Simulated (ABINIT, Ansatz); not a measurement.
Records of electronic-structure calculations.

```
A GW chain in ABINIT: Rb2AlTlH6 (Fm-3m)
1.0
     0.00000    4.34337    4.34337
     4.34336    0.00000    4.34336
     4.34336    4.34337    0.00000
Rb Al Tl H
2 1 1 6
Direct
  0.25000 0.25000 0.25000
  0.75000 0.75000 0.75000
  0.50000 0.50000 0.50000
  0.00000 0.00000 0.00000
  0.29416 0.70584 0.70584
  0.29416 0.70584 0.29416
  0.70584 0.29416 0.70584
  0.70584 0.70584 0.29416
  0.29416 0.29416 0.70584
  0.70584 0.29416 0.29416
# method: RPA screening on LDA, plane waves, norm-conserving pseudopotentials (and 2 further levels or steps)
# program: ABINIT 10.8.3
# settings: cutoff 31 Ha, PseudoDojo scalar-relativistic 0.4.1 standard, norm-conserving, ngkpt (2, 2, 2), nband 286, ecuteps 6.5 Ha, inclvkb 2, shiftk (0, 0, 0), symchi 1, awtr 1, frequency ppm, 2×2×2 k-mesh
# cost: 5 runs, 9.1 min in all on 4 MPI ranks of Arm Neoverse V1, shared host
# notes: The program’s warnings: nproc spkpt=  >= nkpt= * nsppol=. The cell and positions are those that the Materials Project relaxed with its own functionals (PBE, PBE+U or r2SCAN), kept fixed. Limits: no spin-orbit coupling. The 2×2×2 mesh is coarse for this cell, which bears on the long-range parts of exchange and screening. The norm-conserving file of at least one element keeps a d shell over frozen s and p shells of the same row. Exchange with those shells is missing from the self-energy, an error of 0.3 to 0.9 eV in cases checked, whose sign depends on which edge lies on those atoms.
# LDA gap: 0.40 eV, indirect
# G0W0 gap on the mesh: 1.57 eV
# GW settings: 2×2×2 mesh, 286 bands, screening to 176.9 eV, Godby-Needs plasmon pole
# known limits: short of the basis limit; exchange with frozen shells missing; no spin-orbit coupling; coarse k mesh
```

[Long decimals in the printed logs are rounded to 6 places.]

[Logs are printed without paths, hosts, clocks, repeated set-up lines and the standing remarks that a program may print on its own settings, such as how far it seeks lower states.]

[Paths, hosts, dates, memory and timing lines, banners, echoed tables and standing remarks are left out of the program output; an Ansatz launch command may be rebuilt from the run's recorded settings. Measured values are a selection of at most five: reports struck by readers or far from the other reports are left out. None is set beside runs whose start may be inverted or whose files or cutoffs have a known fault.]

[Runs of the session that timed out or met a known fault of the program may be left out.]

[Hosts, paths, dates, database ids (printed as entryN), source tags and the programs' standing remarks are cut or masked in the printed files.]

[G0W0 gaps are taken among the corrected bands and points alone; a level outside them can change the order at an edge.]

[Where Ansatz stands beside ABINIT at settings called matched, ABINIT's density can come from a denser mesh and the files from another edition; pairs whose starting gaps differed by over 0.03 eV were left out, so agreement reads better than it is.]
